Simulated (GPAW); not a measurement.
# Quasiparticle gap of VBiO4 (Dreyerite) in GPAW

How does a plane-wave GW calculation on VBiO4 (Dreyerite) run from the first input to the gap?

Calculated with GPAW 26.7.0; LDA and many-body steps on it, plane waves.

## Step 1: Set-up

The structure is tetragonal, space group I4_1/amd (No. 141). Conventional cell: a = 7.303 Å, b = 7.303 Å, c = 6.584 Å, α = 90.00°, β = 90.00°, γ = 90.00°. Nearest to V lie 4 O at 1.70 Å. Bi has 8 O at 2.41 to 2.55 Å nearest. Nearest to O lie 1 V at 1.70 Å and 2 Bi at 2.41 to 2.55 Å. Farther neighbours and most contacts between anions are not listed.

The cell and positions come from the Crystallography Open Database and are kept as given unless a step says otherwise. Spin-orbit coupling is left out unless a step names it.

## Step 2: Ground state

This step: GPAW 26.7.0; DFT, LDA, plane waves, PAW.

The ground-state density comes first.

The input, run.py:

```python
import json
import numpy as np
from gpaw.mpi import world
from ase import Atoms
from gpaw import GPAW, PW, FermiDirac

atoms = Atoms(['V', 'V', 'Bi', 'Bi', 'O', 'O', 'O', 'O', 'O', 'O', 'O', 'O'],
    cell=[[-3.6515000000, 3.6515000000, 3.2920000000],
      [3.6515000000, -3.6515000000, 3.2920000000],
      [3.6515000000, 3.6515000000, -3.2920000000]],
    scaled_positions=[[0.5000000000, 0.5000000000, 0.0000000000],
      [0.2500000000, 0.7500000000, 0.5000000000],
      [0.7500000000, 0.2500000000, 0.5000000000],
      [0.0000000000, 0.0000000000, 0.0000000000],
      [0.1550000000, 0.3330000000, 0.8220000000],
      [0.0830000000, 0.7610000000, 0.6780000000],
      [0.5110000000, 0.3330000000, 0.1780000000],
      [0.0830000000, 0.4050000000, 0.3220000000],
      [0.5950000000, 0.9170000000, 0.6780000000],
      [0.6670000000, 0.8450000000, 0.1780000000],
      [0.2390000000, 0.9170000000, 0.3220000000],
      [0.6670000000, 0.4890000000, 0.8220000000]],
    pbc=(True, True, True))
calc = GPAW(mode=PW(600),
    xc='LDA',
    kpts={'size': (6, 6, 6), 'gamma': True},
    occupations=FermiDirac(0.001),
    nbands=-12,
    convergence={'density': 1e-6, 'bands': -3},
    maxiter=100,
    txt='gs.txt')
atoms.calc = calc
res = {'energy': atoms.get_potential_energy()}
kpts = calc.get_ibz_k_points()
res['kpts'] = kpts
res['eigenvalues'] = [calc.get_eigenvalues(kpt=k) for k in range(len(kpts))]
res['n_electrons'] = calc.get_number_of_electrons()
calc.write('gs.gpw')

if world.rank == 0:
    with open('result.json', 'w') as f:
        json.dump(res, f, default=lambda x: x.tolist())
```

Command:

```sh
$ mpirun -n 4 gpaw python run.py
```

Numbers of over 12 decimals in the logs are rounded to 6 here.

The log of the run:

```text
__  _  _
 | _ |_)|_||  |
 |__||  | ||/\| - 26.7.0

Input parameters:
  mode=PW(ecut=600.0),
  convergence={'density': 1e-06, 'bands': -3},
  kpts=MonkhorstPack(size=(6, 6, 6), gamma=True),
  maxiter=100,
  nbands=-12,
  occupations=Occupations(name='fermi-dirac', width=0.001, fixmagmom=False),
  xc=XC(name='LDA')
  [... matrices ...]
Diagonalizing LCAO Hamiltonian
Converting LCAO to pw mode

           O
        V Bi     O
        O       O
                 V

        Bi    O   O O

Atoms  # Å, Bohr magnetons
|    | symbol |        x |         y |         z |    initial magnetic moments |
|  0 |      V | 0.000000 |  0.000000 |  3.292000 | ( 0.0000,  0.0000,  0.0000) |
|  1 |      V | 3.651500 |  0.000000 |  1.646000 | ( 0.0000,  0.0000,  0.0000) |
|  2 |     Bi | 0.000000 |  3.651500 |  1.646000 | ( 0.0000,  0.0000,  0.0000) |
|  3 |     Bi | 0.000000 |  0.000000 |  0.000000 | ( 0.0000,  0.0000,  0.0000) |
|  4 |      O | 3.651500 |  2.351566 | -1.099528 | ( 0.0000,  0.0000,  0.0000) |
|  5 |      O | 4.951434 |  0.000000 |  0.546472 | ( 0.0000,  0.0000,  0.0000) |
|  6 |      O | 0.000000 |  1.299934 |  2.192472 | ( 0.0000,  0.0000,  0.0000) |
|  7 |      O | 2.351566 | -0.000000 |  0.546472 | ( 0.0000,  0.0000,  0.0000) |
|  8 |      O | 3.651500 |  1.299934 |  2.745528 | ( 0.0000,  0.0000,  0.0000) |
|  9 |      O | 1.299934 |  0.000000 |  4.391528 | ( 0.0000,  0.0000,  0.0000) |
| 10 |      O | 3.651500 | -1.299934 |  2.745528 | ( 0.0000,  0.0000,  0.0000) |
| 11 |      O | 2.351566 |  3.651500 |  1.099528 | ( 0.0000,  0.0000,  0.0000) |

Unit cell  # Å
| periodic |         x |         y |         z |  lengths |     angles |
|      yes | -3.651500 |  3.651500 |  3.292000 | 6.124065 | 106.795798 |
|      yes |  3.651500 | -3.651500 |  3.292000 | 6.124065 | 106.795798 |
|      yes |  3.651500 |  3.651500 | -3.292000 | 6.124065 | 114.965776 |

Number of symmetries: 8
Symmetry operations  # r_c * U_cc + t_c -> r_c
|   | kind |            matrix            |
| 0 |  σ   |  1, 1, 1,  0, 0,-1,  0,-1, 0 |
| 1 |  E   |  1, 0, 0,  0, 1, 0,  0, 0, 1 |
| 2 |  C2  |  0, 1, 0,  1, 0, 0, -1,-1,-1 |
| 3 |  S4  |  0, 0, 1, -1,-1,-1,  0, 1, 0 |
| 4 |  σ   |  0, 0,-1,  1, 1, 1, -1, 0, 0 |
| 5 |  C2  |  0,-1, 0, -1, 0, 0,  0, 0,-1 |
| 6 |  C2  | -1, 0, 0,  0,-1, 0,  1, 1, 1 |
| 7 |  S4  | -1,-1,-1,  0, 0, 1,  1, 0, 0 |

BZ-sampling:
  Number of BZ points: 216
  Number of IBZ points: 30

  Monkhorst-Pack size: [6, 6, 6]
  Monkhorst-Pack shift: [0.083333, 0.083333, 0.083333]

K-points  # in reciprocal-cell coordinates
|     |                                coordinates |     weight |
|   0 | (  0.00000000,   0.00000000,   0.00000000) | 0.00462963 |
|   1 | (  0.16666667,  -0.16666667,   0.00000000) | 0.01851852 |
|   2 | (  0.16666667,  -0.16666667,   0.16666667) | 0.01851852 |
|   3 | (  0.16666667,   0.00000000,   0.00000000) | 0.03703704 |
|   4 | (  0.16666667,   0.16666667,  -0.16666667) | 0.00925926 |
|   5 | (  0.33333333,  -0.33333333,   0.00000000) | 0.01851852 |
|   6 | (  0.33333333,  -0.33333333,   0.16666667) | 0.03703704 |
|   7 | (  0.33333333,  -0.33333333,   0.33333333) | 0.01851852 |
|   8 | (  0.33333333,  -0.16666667,   0.00000000) | 0.07407407 |
|   9 | (  0.33333333,  -0.16666667,   0.16666667) | 0.03703704 |
| ... |                                            |            |
|  29 | (  0.50000000,   0.50000000,   0.50000000) | 0.00462963 |

Plane wave coefficients: 5885
Cutoff: 600.0 eV

Spin-components: 1 (collinear spins)
Bands:           64
Projectors:      64
Spin-degeneracy: 2
Datatype:        complex128

  Storage: CPU
  Wave functions: 178_698_240 bytes (44_674_560 per core)
  Projectors: 106_102_080 bytes (26_525_520 per core)
  [... matrices ...]
Parallelization:
  kpt:    4
  domain: 1
  band:   1

Density:
  Valence electrons: 104.0
  Components: 1
  Grid points: [35 35 35]
  Charge: 0.0  # |e|

Potential:
  Grid points: [35 35 35]

species:
  V:
    name:    Vanadium
    Z:       23.0
    valence: 13
    core:    10
    charge:  0.0  # [|e|]
    compensation charges:
      type: gauss
      rc: 0.37  # [Å]
      lmax: 2
    cutoffs:
      filter: 2.14  # [Å]
      core: 0.96  # [Å]
    projectors
    | kind |    occ | energy [eV] | rcut [Å] |
    |   3s |  2.000 |     -69.819 |    1.254 |
    |   4s |  2.000 |      -4.846 |    1.254 |
    |   3p |  6.000 |     -43.961 |    1.281 |
    |   4p |  0.000 |      -1.526 |    1.281 |
    |   3d |  3.000 |      -5.381 |    1.169 |
    |    d |        |      21.830 |    1.169 |

    Using partial waves for V as LCAO basis

  Bi:
    name:    Bismuth
    Z:       83.0
    valence: 15
    core:    68
    charge:  0.0  # [|e|]
    compensation charges:
      type: gauss
      rc: 0.38  # [Å]
      lmax: 2
    cutoffs:
      filter: 2.23  # [Å]
      core: 2.33  # [Å]
    projectors
    | kind |    occ | energy [eV] | rcut [Å] |
    |   6s |  2.000 |     -14.665 |    1.286 |
    |   6p |  3.000 |      -4.777 |    1.275 |
    |   5d | 10.000 |     -27.225 |    1.349 |
    |    s |        |      12.546 |    1.286 |
    |    p |        |      22.434 |    1.275 |
    |    d |        |      -0.013 |    1.349 |

    Using partial waves for Bi as LCAO basis

  O:
    name:    Oxygen
    Z:       8.0
    valence: 6
    core:    2
    charge:  0.0  # [|e|]
    compensation charges:
      type: gauss
      rc: 0.21  # [Å]
      lmax: 2
    cutoffs:
      filter: 1.17  # [Å]
      core: 0.83  # [Å]
    projectors
    | kind |    occ | energy [eV] | rcut [Å] |
    |   2s |  2.000 |     -23.752 |    0.688 |
    |   2p |  4.000 |      -9.195 |    0.598 |
    |    s |        |       3.459 |    0.688 |
    |    p |        |      18.016 |    0.598 |
    |    d |        |       0.000 |    0.619 |

    Using partial waves for O as LCAO basis

Reference energy: -1236835.163565  # eV

eigensolver:
  PPCG
  Converge bands: -3
  niter=2

density mixing:
  MSR1-Mixer
  Pratt-step length: 0.05
  Maximum mixing coefficient: 0.75
  Old densities: 10
  SVD Regularization: 0.005
  Good broyden scale: 1.0
  Trust region scale: 1.0
  Backstep threshold: 4.0
  History deletion threshold: 6.0
  Fourier metric: weight=20.0, sigma=0.015

occupation numbers:
  Fermi-Dirac:
    width: 0.0010  # eV

poisson solver:
  ecut: 4800.0  # eV

xc functional:
  name: None

Initialization done in: 4.495 s

convergence criteria:
- Maximum integral of absolute [dens]ity change: 1e-06 electrons / valence electron
- Maximum [total energy] change in last 3 cyles: 0.0005 eV / valence electron
- Maximum integral of absolute [eigenst]ate change: 4e-08 eV^2 / valence electron
maximum number of iterations: 100

SCF iterations
|iter     |     time |      energy | eigst |  dens |
|iter:   1|  | -116.091198 | +0.58 |       |
|iter:   2|  | -111.126566 | -0.57 | -0.83 |
|iter:   3|  | -100.864140 | +0.25 | -0.90 |
|iter:   4|  | -100.842536 | -0.58 | -1.46 |
|iter:   5|  | -100.599028 | -1.22 | -1.59 |
|iter:   6|  | -100.557773 | -2.07 | -1.85 |
|iter:   7|  | -100.556830c| -2.76 | -2.61 |
|iter:   8|  | -100.556900c| -3.30 | -3.24 |
|iter:   9|  | -100.556843c| -3.78 | -3.49 |
|iter:  10|  | -100.556826c| -4.20 | -3.72 |
|iter:  11|  | -100.556830c| -4.58 | -4.22 |
|iter:  12|  | -100.556830c| -4.85 | -4.82 |
|iter:  13|  | -100.556831c| -5.08 | -5.18 |
|iter:  14|  | -100.556831c| -5.28 | -5.42 |
|iter:  15|  | -100.556831c| -5.69 | -6.14c|
|iter:  16|  | -100.556831c| -5.99 | -6.71c|
|iter:  17|  | -100.556831c| -6.32 | -7.15c|
|iter:  18|  | -100.556831c| -6.58 | -7.44c|
|iter:  19|  | -100.556831c| -6.89 | -7.99c|
|iter:  20|  | -100.556831c| -7.08 | -8.17c|
|iter:  21|  | -100.556831c| -7.15 | -8.24c|
|iter:  22|  | -100.556831c| -7.27 | -8.45c|
|iter:  23|  | -100.556831c| -7.37 | -8.69c|
|iter:  24|  | -100.556831c| -7.63c| -8.84c|

Converged in 24 steps
SCF loop duration: 116.147 s (4.839 s/step)
Energy contributions relative to reference atoms: (reference = -1236835.163565)
  [... matrices ...]
Energy contributions:
  Kinetic:          91.326974
  Coulomb:        -103.614397
  Zero:             -2.459585
  External:          0.000000
  Xc:              -85.809823
  Entropy:          -0.000000
  Spinorbit:         0.000000
  ----------------------------
  Free energy:    -100.556831
  Extrapolated:   -100.556831

dipole moment: (-11.791189, -35.017852, -4.616309)  # |e|*Ang

Fermi level: 3.702
Eigenvalues  # (at kpt = [0.000, 0.000, 0.000])
| band index |      eig [eV] | occ [0-2] |
|          0 |       -60.237 |     2.000 |
|        ... |               |           |
|         44 |         1.436 |     2.000 |
|         45 |         1.700 |     2.000 |
|         46 |         2.048 |     2.000 |
|         47 |         2.048 |     2.000 |
|         48 |         2.177 |     2.000 |
|         49 |         2.328 |     2.000 |
|         50 |         2.328 |     2.000 |
|         51 |         2.556 |     2.000 |
|         52 |         6.060 |     0.000 |
[...]
|         56 |         7.058 |     0.000 |
|         57 |         7.270 |     0.000 |
|         58 |         7.343 |     0.000 |
|         59 |         7.343 |     0.000 |
|        ... |               |           |
|         63 |         9.015 |     0.000 |

Gap: 2.696 eV
Transition (v -> c):
  (s=0, k=14, n=51, [0.33, 0.33, -0.33]) -> (s=0, k=14, n=52, [0.33, 0.33, -0.33])
No difference between direct/indirect transitions
# Writing to gs.gpw (mode='')
  [... matrices ...]
```

The job ended after 2 min (4 MPI ranks of Arm Neoverse V2, shared host; peak memory 1.3 GiB; 8.1 min of CPU time).

This step gave:

```yaml
total_energy: -100.5568 eV
gap: 2.696 eV
k_of_the_valence_top: 0.3333, 0.3333, -0.3333
k_of_the_conduction_bottom: 0.3333, 0.3333, -0.3333
least_direct_gap: 2.696 eV
```

The gap is direct, at (0.333, 0.333, -0.333).

## Step 3: Bands along the symmetry lines

Levels along a band path, at the cheap level, show where the edges lie and whether the meshes to come will hold them.

The input, run.py:

```python
import json
import numpy as np
from gpaw.mpi import world
from gpaw import GPAW

path = [[0.000000, 0.000000, 0.000000],
    [0.000000, 0.000000, 0.062500],
    [0.000000, 0.000000, 0.125000],
    [0.000000, 0.000000, 0.187500],
    [0.000000, 0.000000, 0.250000],
    [0.000000, 0.000000, 0.312500],
    [0.000000, 0.000000, 0.375000],
    [0.000000, 0.000000, 0.437500],
    [-0.000000, 0.000000, 0.500000],
    [-0.062500, 0.062500, 0.500000],
    [-0.125000, 0.125000, 0.500000],
    [-0.187500, 0.187500, 0.500000],
    [-0.250000, 0.250000, 0.500000],
    [-0.312500, 0.312500, 0.500000],
    [-0.375000, 0.375000, 0.500000],
    [-0.437500, 0.437500, 0.500000],
    [-0.500000, 0.500000, 0.500000],
    [-0.437500, 0.437500, 0.437500],
    [-0.375000, 0.375000, 0.375000],
    [-0.312500, 0.312500, 0.312500],
    [-0.250000, 0.250000, 0.250000],
    [-0.187500, 0.187500, 0.187500],
    [-0.125000, 0.125000, 0.125000],
    [-0.062500, 0.062500, 0.062500],
    [0.000000, 0.000000, 0.000000],
    [0.056650, 0.056650, -0.056650],
    [0.113299, 0.113299, -0.113299],
    [0.169949, 0.169949, -0.169949],
    [0.226598, 0.226598, -0.226598],
    [0.283248, 0.283248, -0.283248],
    [0.339898, 0.339898, -0.339898],
    [0.396547, 0.396547, -0.396547],
    [0.453197, 0.453197, -0.453197],
    [-0.453197, 0.546803, 0.453197],
    [-0.459047, 0.540953, 0.459047],
    [-0.464898, 0.535102, 0.464898],
    [-0.470748, 0.529252, 0.470748],
    [-0.476598, 0.523402, 0.476598],
    [-0.482449, 0.517551, 0.482449],
    [-0.488299, 0.511701, 0.488299],
    [-0.494150, 0.505850, 0.494150],
    [-0.500000, 0.500000, 0.500000],
    [0.000000, 0.000000, 0.500000],
    [0.031250, 0.031250, 0.468750],
    [0.062500, 0.062500, 0.437500],
    [0.093750, 0.093750, 0.406250],
    [0.125000, 0.125000, 0.375000],
    [0.156250, 0.156250, 0.343750],
    [0.187500, 0.187500, 0.312500],
    [0.218750, 0.218750, 0.281250],
    [0.250000, 0.250000, 0.250000],
    [0.218750, 0.281250, 0.218750],
    [0.187500, 0.312500, 0.187500],
    [0.156250, 0.343750, 0.156250],
    [0.125000, 0.375000, 0.125000],
    [0.093750, 0.406250, 0.093750],
    [0.062500, 0.437500, 0.062500],
    [0.031250, 0.468750, 0.031250],
    [0.000000, 0.500000, 0.000000],
    [0.000000, 0.437500, 0.000000],
    [0.000000, 0.375000, 0.000000],
    [0.000000, 0.312500, 0.000000],
    [0.000000, 0.250000, 0.000000],
    [0.000000, 0.187500, 0.000000],
    [0.000000, 0.125000, 0.000000],
    [0.000000, 0.062500, 0.000000],
    [0.000000, 0.000000, 0.000000]]
calc = GPAW('gs.gpw').fixed_density(kpts=path,
    symmetry='off',
    nbands=62,
    convergence={'bands': 58},
    txt='bands.txt')
res = {}
kpts = calc.get_ibz_k_points()
res['kpts'] = kpts
res['eigenvalues'] = [calc.get_eigenvalues(kpt=k) for k in range(len(kpts))]
res['n_electrons'] = calc.get_number_of_electrons()

if world.rank == 0:
    with open('result.json', 'w') as f:
        json.dump(res, f, default=lambda x: x.tolist())
```

Command:

```sh
$ mpirun -n 4 gpaw python run.py
```

The log of the run:

```text
Diagonalizing LCAO Hamiltonian
Converting LCAO to pw mode
convergence criteria:
- Maximum integral of absolute [eigenst]ate change: 4e-08 eV^2 / valence electron
maximum number of iterations: 100

SCF iterations
|iter     |     time |      energy | eigst |  dens |
|iter:   1|  |             | +0.65 |       |
|iter:   2|  |             | -0.79 |       |
|iter:   3|  |             | -1.81 |       |
[...]
|iter:  13|  |             | -7.03 |       |
|iter:  14|  |             | -7.33 |       |
|iter:  15|  |             | -7.55c|       |
SCF steps: 15
  __  _  _
 | _ |_)|_||  |
 |__||  | ||/\| - 26.7.0

Input parameters:
  mode=PW(ecut=600.0),
  convergence={'bands': 58},
  gpts=array([35, 35, 35]),
  kpts=KPoints(kpts=array([[ 0.      ,  0.      ,  0.      ],
         [ 0.      ,  0.      ,  0.0625  ],
         [ 0.      ,  0.      ,  0.125   ],
         [ 0.      ,  0.      ,  0.1875  ],
[...]
[-0.      ,  0.      ,  0.5     ],
         [-0.0625  ,  0.0625  ,  0.5     ],
         [-0.125   ,  0.125   ,  0.5     ],
[...]
[ 0.113299,  0.113299, -0.113299],
         [ 0.169949,  0.169949, -0.169949],
         [ 0.226598,  0.226598, -0.226598],
         [ 0.283248,  0.283248, -0.283248],
         [ 0.339898,  0.339898, -0.339898],
         [ 0.396547,  0.396547, -0.396547],
         [ 0.453197,  0.453197, -0.453197],
         [-0.453197,  0.546803,  0.453197],
         [-0.459047,  0.540953,  0.459047],
         [-0.464898,  0.535102,  0.464898],
         [-0.470748,  0.529252,  0.470748],
         [-0.476598,  0.523402,  0.476598],
         [-0.482449,  0.517551,  0.482449],
         [-0.488299,  0.511701,  0.488299],
         [-0.49415 ,  0.50585 ,  0.49415 ],
         [-0.5     ,  0.5     ,  0.5     ],
[...]
[ 0.      ,  0.125   ,  0.      ],
         [ 0.      ,  0.0625  ,  0.      ],
         [ 0.      ,  0.      ,  0.      ]])),
  maxiter=100,
  nbands=62,
  occupations=Occupations(name='fermi-dirac', width=0.001, fixmagmom=False),
  parallel={},
  symmetry=Symmetry(point_group=False, time_reversal=False),
  xc=XC(name='LDA')
```

Elapsed: 2.7 min, on 4 MPI ranks; peak memory 1.7 GiB; 11 min of CPU time.

This step gave:

| Property | Result |
| --- | --- |
| gap | 2.700 eV |
| k of the valence top | 0.3399, 0.3399, -0.3399 |
| k of the conduction bottom | 0.3399, 0.3399, -0.3399 |
| least direct gap | 2.700 eV |

The gap is 2.700 eV, +0.004 eV from the run before at this level.

Electronic bands along the path, in eV, zero at the top of the highest filled band:

```
     point  band 49  band 50  band 51  band 52  band 53  band 54  band 55  band 56
         Γ    -0.60    -0.45    -0.45    -0.23     3.28     3.76     3.87     3.88
   halfway    -0.59    -0.56    -0.34    -0.33     3.28     3.69     3.85     3.85
         X    -0.54    -0.54    -0.37    -0.37     3.42     3.42     3.79     3.79
   halfway    -0.69    -0.69    -0.41    -0.41     3.40     3.40     3.73     3.73
         M    -0.68    -0.68    -0.64    -0.64     3.58     3.58     3.59     3.59
   halfway    -0.63    -0.53    -0.50    -0.41     3.31     3.50     3.80     3.86
         Γ    -0.60    -0.45    -0.45    -0.23     3.28     3.76     3.87     3.88
   halfway    -0.86    -0.82    -0.41    -0.31     2.94     3.24     3.57     3.80
         Z    -0.77    -0.70    -0.70    -0.37     3.24     3.62     3.62     3.84
jump to Z0    -0.77    -0.70    -0.70    -0.37     3.24     3.62     3.62     3.84
   halfway    -0.78    -0.69    -0.69    -0.51     3.41     3.60     3.60     3.75
         M    -0.68    -0.68    -0.64    -0.64     3.58     3.58     3.59     3.59
 jump to X    -0.54    -0.54    -0.37    -0.37     3.42     3.42     3.79     3.79
   halfway    -0.52    -0.52    -0.25    -0.25     3.20     3.20     3.61     3.61
         P    -0.51    -0.51    -0.12    -0.12     2.95     2.95     3.53     3.53
   halfway    -0.66    -0.41    -0.33    -0.07     2.80     3.16     3.50     3.63
         N    -0.76    -0.57    -0.37    -0.07     2.77     3.27     3.50     3.70
   halfway    -0.68    -0.60    -0.38    -0.29     3.26     3.37     3.45     3.80
         Γ    -0.60    -0.45    -0.45    -0.23     3.28     3.76     3.87     3.88
```

## Step 4: Empty states on the mesh, 4×4×4 mesh, 408 bands

The sums over transitions need many empty states on a uniform mesh; this step solves for them.

The input, run.py:

```python
import json
import numpy as np
from gpaw.mpi import world
from gpaw import GPAW

calc = GPAW('gs.gpw').fixed_density(kpts={'size': (4, 4, 4), 'gamma': True},
    nbands=476,
    convergence={'bands': 408},
    txt='nscf.txt')
calc.write('full.gpw', mode='all')
res = {}
kpts = calc.get_ibz_k_points()
res['kpts'] = kpts
res['eigenvalues'] = [calc.get_eigenvalues(kpt=k) for k in range(len(kpts))]
res['n_electrons'] = calc.get_number_of_electrons()

if world.rank == 0:
    with open('result.json', 'w') as f:
        json.dump(res, f, default=lambda x: x.tolist())
```

Command:

```sh
$ mpirun -n 4 gpaw python run.py
```

The log of the run:

```text
Diagonalizing LCAO Hamiltonian
Converting LCAO to pw mode
convergence criteria:
- Maximum integral of absolute [eigenst]ate change: 4e-08 eV^2 / valence electron
maximum number of iterations: 100

SCF iterations
|iter     |     time |      energy | eigst |  dens |
|iter:   1|  |             | +4.28 |       |
|iter:   2|  |             | +3.07 |       |
|iter:   3|  |             | +2.01 |       |
[...]
|iter:  14|  |             | -6.84 |       |
|iter:  15|  |             | -7.38 |       |
|iter:  16|  |             | -7.60c|       |
SCF steps: 16
  __  _  _
 | _ |_)|_||  |
 |__||  | ||/\| - 26.7.0

Input parameters:
  mode=PW(ecut=600.0),
  convergence={'bands': 408},
  gpts=array([35, 35, 35]),
  kpts=MonkhorstPack(size=(4, 4, 4), gamma=True),
  maxiter=100,
  nbands=476,
  occupations=Occupations(name='fermi-dirac', width=0.001, fixmagmom=False),
  parallel={},
  xc=XC(name='LDA')
# Writing to full.gpw (mode='all')
  [... matrices ...]

timing:  # [seconds]
  Total: 0.176  # ━━━━━━━━━━━━━━━━━━━━━━━━━━━━━━━━━━━━━━━━━━━━━━━━━━━━━━━━━━━
```

The job ended after 9.4 min (4 MPI ranks; peak memory 2.2 GiB; 38 min of CPU time).

This step gave:

```yaml
gap: 2.841 eV
k_of_the_valence_top: 0.5, 0, 0.5
k_of_the_conduction_bottom: 0.5, 0, 0.5
least_direct_gap: 2.841 eV
k_points_computed: 13
lowest_point_of_the_top_converged_band_above_the_valence_top: 86.4583 eV
```

On this mesh the gap is 2.841 eV. The earlier step found 2.696 eV, so this mesh misses an edge.

(Part 1 of 2 ends here.)

[Paths, hosts, dates, memory and timing lines, banners, echoed tables and standing remarks are left out of the program output.]

[Logs are printed without paths, hosts, clocks, repeated set-up lines and the standing remarks that a program may print on its own settings, such as how far it seeks lower states.]

[Runs of the session that timed out or met a known fault of the program may be left out.]

[Hosts, paths, dates, database ids (printed as entryN), source tags and the programs' standing remarks are cut or masked in the printed files.]
